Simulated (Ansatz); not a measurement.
# Bi3O4Cl (C2/c): band gap by G0W0 on LDA

How far does one-shot GW move the LDA gap of Bi3O4Cl (C2/c)?

Program: Ansatz 0.2.0. Level of theory: LDA, then G0W0 on it, plane waves, PAW. Results are calculated unless marked as measured.

### 1. The starting structure

Symmetry: C2/c, No. 15, monoclinic system. The conventional cell has a = 19.281 Å, b = 5.648 Å, c = 5.695 Å, α = 90.00°, β = 105.65°, γ = 90.00°. Nearest to Bi lie 4 O at 2.19 to 2.37 Å. Bi has 3 O at 2.10 to 2.13 Å and 1 Cl at 3.22 Å nearest. Nearest to Cl lie 4 Bi at 3.22 to 3.31 Å. Nearest to O lie 2 Bi at 2.10 to 2.13 Å. Nearest to O lie 3 Bi at 2.10 to 2.37 Å. Farther neighbours and most contacts between anions are not listed.

The cell and positions come from the Crystallography Open Database and are kept as given unless a step says otherwise. Spin-orbit coupling is left out unless a step names it. The default PAW set here is soft_2. Its files were made with PBE.

### 2. Bands along the symmetry lines

Levels along a band path and on the mesh show where this functional puts the band edges.

This step: DFT, LDA, plane waves, PAW.

input.yaml

```yaml
crystal:
  lattice:
    - [9.6406818171, -2.8238, 0.0]
    - [9.6406818171, 2.8238, 0.0]
    - [-1.5365156966, 0.0, 5.484222887]
  atoms:
    - { symbol: Bi, position: [0.2925, 0.7075, 0.75] }
    - { symbol: Bi, position: [0.7075, 0.2925, 0.25] }
    - { symbol: Bi, position: [0.93879, 0.35443, 0.9332] }
    - { symbol: Bi, position: [0.64557, 0.06121, 0.5668] }
    - { symbol: Bi, position: [0.06121, 0.64557, 0.0668] }
    - { symbol: Bi, position: [0.35443, 0.93879, 0.4332] }
    - { symbol: Cl, position: [0.0, 0.5, 0.5] }
    - { symbol: Cl, position: [0.5, 0.0, 0.0] }
    - { symbol: O, position: [0.055, 0.1312, 0.6074] }
    - { symbol: O, position: [0.8688, 0.945, 0.8926] }
    - { symbol: O, position: [0.945, 0.8688, 0.3926] }
    - { symbol: O, position: [0.1312, 0.055, 0.1074] }
    - { symbol: O, position: [0.4988, 0.6314, 0.4794] }
    - { symbol: O, position: [0.3686, 0.5012, 0.0206] }
    - { symbol: O, position: [0.5012, 0.3686, 0.5206] }
    - { symbol: O, position: [0.6314, 0.4988, 0.9794] }
kpoints:
  mp_grid: { grid: [4, 4, 4] }
  band_path:
    path:
      - [[0.0, 0.0, 0.0], [-0.27313186, 0.27313186, 0.0]]
      - [[-0.72686814, -0.27313186, 0.0], [-0.5, -0.5, 0.0], [0.0, 0.0, 0.0], [-0.5, -0.5, 0.5], [-0.74799509, -0.25200491, 0.5]]
      - [[-0.25200491, 0.25200491, 0.5], [0.0, 0.0, 0.5], [0.0, 0.0, 0.0]]
      - [[-0.5, 0.0, 0.5], [0.0, 0.0, 0.0], [-0.5, 0.0, 0.0]]
    npoints: 10
hamiltonian:
  xc: lda
scf:
  occupations: { method: fermi_dirac, width: 0.02 }
  n_extra_bands: 9
output:
  eigenvalues: true
  forces: true
  stress: true
  write_density: true
  write_potential: true
  elf: true
  volumetric_format: npy
```

Command:

```sh
$ ansatz run input.yaml --threads 3 --pin off --max-ram 92160MiB --backend cuda --events-out ev --progress --plain --runs-dir out --devices 1 --max-vram 13GiB
```

Numbers of over 12 decimals in the logs are rounded to 6 here.

What it wrote:

```text
scf.n_extra_bands = 9 over 76 filled bands (N_el = 152.0): the run solves 85 bands
GPUs: using 1 of 1 available (devices: 1).
Engine: ansatz 0.2.0, x86_64-unknown-linux-gnu
Pseudopotentials: kind: paw
Pseudopotential: Bi, paw, valence charge 15, recommended cutoff 420 eV (normal), Bi.paw.azcp
Pseudopotential: Cl, paw, valence charge 7, recommended cutoff 420 eV (normal), Cl.paw.azcp
Pseudopotential: O, paw, valence charge 6, recommended cutoff 420 eV (normal), O.paw.azcp
Functional definition: SPW92
  exchange = slater_x
  correlation = pw_c
device memory: the entry about to start is reckoned to put 6.5 GiB on a device that reports 53.3 GiB free (of which the cap on the GPU budget leaves the run 13.0 GiB)
GPU FFT provider: cuFFT
GPU libraries: cuBLAS 13.8.2, cuFFT 12.4.0, cuSOLVER 12.3.4
Crystal: 16 atoms, lattice volume = 298.598 Å³
Basis set: ecut = 420 eV, 5857 PW (Γ)
Bands: 85, of which v1, the nominal top of the filled ones, is band 76 counted from 1 (75 counted from 0)
Symmetry: 4 space group operations
Space group: C2/c (ITA 15), of the structure as read, at distance tolerance 6.7e-5 Å
k-points: 24 of 64
Non-local potential: Bi, projectors of the file, l = 0: 2, l = 1: 2, l = 2: 2, l = 3: 2
Non-local potential: Cl, projectors of the file, l = 0: 2, l = 1: 2, l = 2: 2
Non-local potential: O, projectors of the file, l = 0: 2, l = 1: 2, l = 2: 1
PAW form: soft (Blöchl's): semilocal exchange-correlation on the pseudo side does not see the compensation charge
PAW frozen core: Bi, regenerated for the run's functional, and the local potential with it (the file was generated under x = pbe(κ = 0.804, μ = 0.219515), c = pbe(β = 0.066725))
PAW frozen core: Cl, regenerated for the run's functional, and the local potential with it (the file was generated under x = pbe(κ = 0.804, μ = 0.219515), c = pbe(β = 0.066725))
PAW frozen core: O, regenerated for the run's functional, and the local potential with it (the file was generated under x = pbe(κ = 0.804, μ = 0.219515), c = pbe(β = 0.066725))
PAW one-centre angular grid: Bi, 590 points (default); XC on 64 Gauss nodes
PAW one-centre angular grid: Cl, 110 points (default); XC on 64 Gauss nodes
PAW one-centre angular grid: O, 110 points (default); XC on 64 Gauss nodes
Initial density: superposition of atomic densities (neutral atoms: chi_scale 0, normalization atom), corrected by the library's trained network
Initial wavefunctions: pseudopotential atomic-orbital guess
GPU buffer pool allocated for 207360 grid points (all kernels)
GPU transforms: local potential and band sums: pruned to the plane-wave sphere, on 72×72×40
Functional: x = slater, c = lda
SCF iter   1: F=—  HF=-79045.016235 eV  |F-HF|=—  |Δ(HF+E_count)|=         —  Δρ=1.42e-2  dr2=6.15e-1  ethr=1.77e-3  ⟨swp⟩=6.0  Hψ=7843  notcnv=0
preconditioner: auto → Resta (q_TF=auto, 2.438 Å⁻¹)  ε∞=3.6  [insulator: Δε(μ)=2.323 eV  Ē_g=16.351 eV  σ=0.020 eV  W_gap=1.00  n_scr=62 (ndim 8)  ℏωp=26.5 eV  f_vac=0.034  D(μ)=0.00/eV (n_scr^D=0)  ε∞_Penn≈3.6]
SCF iter   2: F=—  HF=-79044.901361 eV  |F-HF|=—  |Δ(HF+E_count)|=   1.15e-1  Δρ=6.47e-3  dr2=1.07e-1  ethr=4.04e-4  ⟨swp⟩=2.3  Hψ=3675  notcnv=0  defer=70
SCF iter   3: F=—  HF=-79044.880726 eV  |F-HF|=—  |Δ(HF+E_count)|=   2.06e-2  Δρ=2.01e-3  dr2=9.67e-3  ethr=7.02e-5  ⟨swp⟩=2.0  Hψ=2881  notcnv=0  defer=70
SCF iter   4: F=—  HF=-79044.878135 eV  |F-HF|=—  |Δ(HF+E_count)|=   2.59e-3  Δρ=5.86e-4  dr2=9.53e-4  ethr=6.36e-6  ⟨swp⟩=2.1  Hψ=2869  notcnv=0  defer=70
SCF iter   5: F=—  HF=-79044.877980 eV  |F-HF|=—  |Δ(HF+E_count)|=   1.55e-4  Δρ=3.79e-4  dr2=4.33e-4  ethr=6.27e-7  ⟨swp⟩=2.0  Hψ=3049  notcnv=0  defer=70
SCF iter   6: F=—  HF=-79044.877938 eV  |F-HF|=—  |Δ(HF+E_count)|=   4.15e-5  Δρ=7.54e-5  dr2=1.51e-5  ethr=2.85e-7  ⟨swp⟩=2.0  Hψ=2690  notcnv=0  defer=70
SCF iter   7: F=—  HF=-79044.878331 eV  |F-HF|=—  |Δ(HF+E_count)|=   3.93e-4  Δρ=1.76e-5  dr2=1.06e-6  ethr=9.96e-9  ⟨swp⟩=2.3  Hψ=3113  notcnv=0  defer=70
SCF iter   8: F=-79044.878331 eV  HF=-79044.878331 eV  |F-HF|=9.47e-9  |Δ(HF+E_count)|=   4.22e-7  Δρ=2.91e-6  dr2=3.22e-8  ethr=6.58e-11  ⟨swp⟩=14.2  Hψ=17791  notcnv=0
SCF 1 converged in 8 iterations: F = -79044.878331 eV  dr2 = 3.22e-8
  greatest PAW one-centre occupation: 0.992 electrons in one spin orbital (limit 2), on the Bi atom at site 1 (counted from 0), in its partial waves of l = 2
device memory: the entry about to start is reckoned to put 5.0 GiB on a device that reports 48.0 GiB free (of which the cap on the GPU budget leaves the run 13.0 GiB)
NSCF: frozen V_eff on 94 k-points
SCF converged after 8 iterations
Free energy (F): -79044.878331 eV
Harris-Foulkes:  -79044.878331 eV  (|F-HF|=9.47e-9)
Internal energy: -79044.878331 eV  (E = F + TS)
E sigma→0 (E₀):  -79044.878331 eV
Fermi energy:    8.655952 eV
--- Per-component energies (eV) ---
  E_band       = -742.277510
  E_kinetic    = 3523.515462
  E_local      = -14006.760821  (includes V_loc(G=0)·N_el)
  E_nonlocal   = 3870.185600
  E_hartree    = 4879.672637
  E_xc         = -1693.879890
  E_vxc        = -1854.935111  (∫ρ·V_xc dr)
  E_paw        = -64548.442254  (= ΣΔE_a)
  E_vpaw       = -2033.653503  (= ΣTr[D̂ρ^β])
  E_aug_tail   = 0.016293  (compensation charges beyond the density's cutoff)
  E_ewald      = -11070.312406
  E_core_change = 1.127046  (= ΣΔE_core)
  E_smearing   = -0.000000  (= −TS)
  E_closure    = 0.000000  (closes the sum)
  Σ components = -79044.878331   (vs F -79044.878331, Δ=0.00e0)
--- Forces (eV/Å), atoms counted from 1 ---
  atom   1  Bi     0.00000000     0.09141000     0.00000000
  atom   2  Bi    -0.00000000    -0.09141000    -0.00000000
  atom   3  Bi    -0.09212783    -0.07105804     0.08697844
  atom   4  Bi     0.09212783    -0.07105804    -0.08697844
  atom   5  Bi     0.09212783     0.07105804    -0.08697844
  atom   6  Bi    -0.09212783     0.07105804     0.08697844
  atom   7  Cl    -0.00000000     0.00000000     0.00000000
  atom   8  Cl    -0.00000000     0.00000000     0.00000000
  atom   9  O     -0.01496113    -0.10807510    -0.11825987
  atom  10  O      0.01496113    -0.10807510     0.11825987
  atom  11  O      0.01496113     0.10807510     0.11825987
  atom  12  O     -0.01496113     0.10807510    -0.11825987
  atom  13  O     -0.02070180     0.13312711     0.19153243
  atom  14  O      0.02070180     0.13312711    -0.19153243
  atom  15  O      0.02070180    -0.13312711    -0.19153243
  atom  16  O     -0.02070180    -0.13312711     0.19153243
  max |Σ_I F_I| component: 2.78e-17 eV/Å
--- Stress (GPa, compression-positive) ---
       -2.679405       0.000000       0.419865
        0.000000      -2.309119      -0.000000
        0.419865      -0.000000      -2.145272
  P = ⅓ Tr σ = -2.3779 GPa (-23.779 kbar)
--- Band table (eV; the first three rows and the last of 24) ---
  k-point 0: bands = [... 72 lower, 6.6346, 6.7635, 6.8433, 7.1283, 10.1107, 10.3092, 10.5710, 10.9148, ... 5 higher]
  k-point 1: bands = [... 72 lower, 6.7149, 6.7300, 6.9576, 7.1785, 10.3969, 10.6155, 10.8331, 11.0695, ... 5 higher]
  k-point 2: bands = [... 72 lower, 6.7291, 6.7291, 7.0779, 7.0779, 10.4593, 10.4593, 11.2228, 11.2228, ... 5 higher]
  k-point 23: bands = [... 72 lower, 6.7785, 6.7785, 7.0301, 7.0301, 10.8550, 10.8550, 11.2589, 11.2589, ... 5 higher]
```

It took 10 s on 1 × NVIDIA H100 80GB HBM3 (shared by 6 runs) with 3 threads of AMD EPYC 7R13 (Zen 3), shared host; peak memory 1.2 GiB; 16 s of CPU time.

This step gave:

```
pressure             : -2.378 GPa
filled bands         : 76
gap                  : 2.476 eV
valence top at       : V_2
conduction bottom at : Y_2
least direct gap     : 2.513 eV
```

Over mesh and path the gap is 2.476 eV, from k = (-0.500, 0.000, 0.000) to k = (-0.500, -0.500, 0.000). The least direct gap found is 2.513 eV, at k = (-0.500, -0.500, 0.000).

Electronic bands along the path, in eV, zero at the top of the highest nominally filled band:

```csv
point,band 73,band 74,band 75,band 76,band 77,band 78,band 79,band 80
Γ,-0.77,-0.64,-0.56,-0.27,2.71,2.91,3.17,3.51
halfway,-0.82,-0.60,-0.58,-0.09,3.30,3.34,3.63,3.86
C,-0.88,-0.73,-0.68,0.00,3.04,3.47,3.81,3.82
jump to C2,-0.88,-0.73,-0.68,0.00,3.04,3.47,3.81,3.82
halfway,-0.81,-0.73,-0.48,-0.06,3.06,3.27,3.40,3.50
Y2,-0.74,-0.71,-0.43,-0.04,2.48,3.27,3.44,3.75
halfway,-0.73,-0.72,-0.35,-0.22,2.69,3.07,3.08,3.82
Γ,-0.77,-0.64,-0.56,-0.27,2.71,2.91,3.17,3.51
halfway,-0.82,-0.55,-0.41,-0.39,3.04,3.27,3.65,3.71
M2,-0.62,-0.62,-0.37,-0.37,3.45,3.45,3.86,3.86
halfway,-0.56,-0.56,-0.29,-0.29,3.35,3.35,3.84,3.84
D,-0.56,-0.56,-0.19,-0.19,3.00,3.00,4.06,4.06
jump to D2,-0.56,-0.56,-0.19,-0.19,3.00,3.00,4.06,4.06
halfway,-0.73,-0.73,-0.30,-0.30,3.19,3.19,3.85,3.85
A,-0.67,-0.67,-0.32,-0.32,3.06,3.06,3.82,3.82
halfway,-0.69,-0.67,-0.44,-0.22,3.00,3.21,3.43,3.67
Γ,-0.77,-0.64,-0.56,-0.27,2.71,2.91,3.17,3.51
jump to L2,-0.79,-0.45,-0.22,-0.16,2.99,3.02,3.94,4.24
halfway,-0.88,-0.60,-0.43,-0.18,3.22,3.51,3.71,3.82
Γ,-0.77,-0.64,-0.56,-0.27,2.71,2.91,3.17,3.51
halfway,-0.81,-0.64,-0.51,-0.10,3.18,3.28,3.54,3.86
V2,-0.84,-0.81,-0.70,0.00,3.08,3.57,3.78,3.89
```

ELF in the ab plane of the conventional cell at fractional z = 0.500, with atoms of Cl and O within 0.2 Å of it. It is the smooth field of the valence electrons, not physical close to the nuclei.

Values, 8 rows by 16 columns, each cell a mean:
```
0.26 0.75 0.55 0.07 0.47 0.53 0.25 0.66 0.58 0.32 0.21 0.14 0.40 0.33 0.50 0.18
0.56 0.67 0.79 0.14 0.07 0.11 0.18 0.58 0.39 0.37 0.46 0.25 0.41 0.23 0.19 0.11
0.58 0.76 0.74 0.14 0.50 0.29 0.09 0.11 0.25 0.25 0.46 0.20 0.50 0.35 0.61 0.51
0.22 0.64 0.36 0.18 0.72 0.60 0.07 0.49 0.50 0.34 0.25 0.15 0.22 0.31 0.68 0.58
0.31 0.10 0.32 0.36 0.42 0.36 0.06 0.59 0.71 0.15 0.49 0.76 0.30 0.15 0.62 0.32
0.49 0.22 0.48 0.21 0.25 0.14 0.12 0.21 0.35 0.16 0.77 0.68 0.59 0.04 0.09 0.14
0.43 0.22 0.45 0.41 0.46 0.68 0.19 0.15 0.09 0.15 0.79 0.75 0.49 0.22 0.52 0.16
0.34 0.16 0.17 0.24 0.62 0.66 0.25 0.65 0.55 0.08 0.43 0.61 0.20 0.37 0.81 0.32
```
Columns run along a (16.0 Å, from fractional 0.17 to 1.00 of the cell), rows up along b (5.6 Å), edges of the conventional cell, whose origin can differ from the input's. Atoms in or near the plane, at fractional coordinates: Cl at (0.25, 0.75), Cl at (0.75, 0.25), O at (0.43, 0.07), O at (0.93, 0.57), O at (0.57, 0.93).

Valence density in the ab plane of the conventional cell at fractional z = 0.500, with atoms of Cl and O within 0.2 Å of it. It is the smooth field of the valence electrons, not physical close to the nuclei.

Values in e/Å³, 8 rows by 16 columns, each cell a mean:
```
0.2 0.6 0.3 0.0 0.3 0.7 0.3 4.2 1.7 0.3 0.1 0.1 0.8 1.4 0.6 0.1
0.4 1.3 0.9 0.0 0.1 0.1 0.2 0.9 1.0 2.8 0.4 0.1 2.3 3.9 0.3 0.1
0.3 1.3 0.8 0.1 0.3 0.2 0.1 0.1 1.1 4.3 0.6 0.1 0.9 1.6 1.6 0.7
0.1 0.4 0.2 0.2 1.1 0.6 0.1 0.4 0.8 0.9 0.2 0.1 0.1 0.3 4.0 1.7
0.2 0.1 0.3 1.5 0.7 0.3 0.1 0.6 0.9 0.1 0.3 0.6 0.1 0.1 0.7 0.4
1.3 0.1 0.7 4.7 1.1 0.1 0.1 0.2 0.2 0.1 0.9 1.3 0.3 0.0 0.1 0.1
2.0 0.1 0.3 1.9 1.1 1.5 0.2 0.1 0.1 0.0 0.8 1.3 0.3 0.1 0.4 0.1
0.4 0.1 0.1 0.2 1.7 4.0 0.3 1.3 0.5 0.0 0.2 0.4 0.1 0.3 1.3 0.2
```
Columns run along a (16.0 Å, from fractional 0.17 to 1.00 of the cell), rows up along b (5.6 Å), edges of the conventional cell, whose origin can differ from the input's. Atoms in or near the plane, at fractional coordinates: Cl at (0.25, 0.75), Cl at (0.75, 0.25), O at (0.43, 0.07), O at (0.93, 0.57), O at (0.57, 0.93).

[end of part 1 of 2]

[Paths, hosts, dates, memory and timing lines, banners, echoed tables and standing remarks are left out of the program output.]

[Logs are printed without paths, hosts, clocks, repeated set-up lines and the standing remarks that a program may print on its own settings, such as how far it seeks lower states.]

[Runs of the session that timed out or met a known fault of the program may be left out.]

[Cells called generated may have been cut or substituted from an entry of the Crystallography Open Database or the Materials Project.]

[Hosts, paths, dates, database ids (printed as entryN), source tags and the programs' standing remarks are cut or masked in the printed files.]

[Where an RPA ε∞ is given, it is that of the G0W0 mesh and is not shown converged in it. Names of k-points follow the symmetry that the program found, which can be lower than the space group named. Band edges on a path are those of the sampled points; other points can move an edge, and change direct to indirect where valleys lie close.]

[Hybrid gaps are those of their k-mesh and are not shown converged in it.]
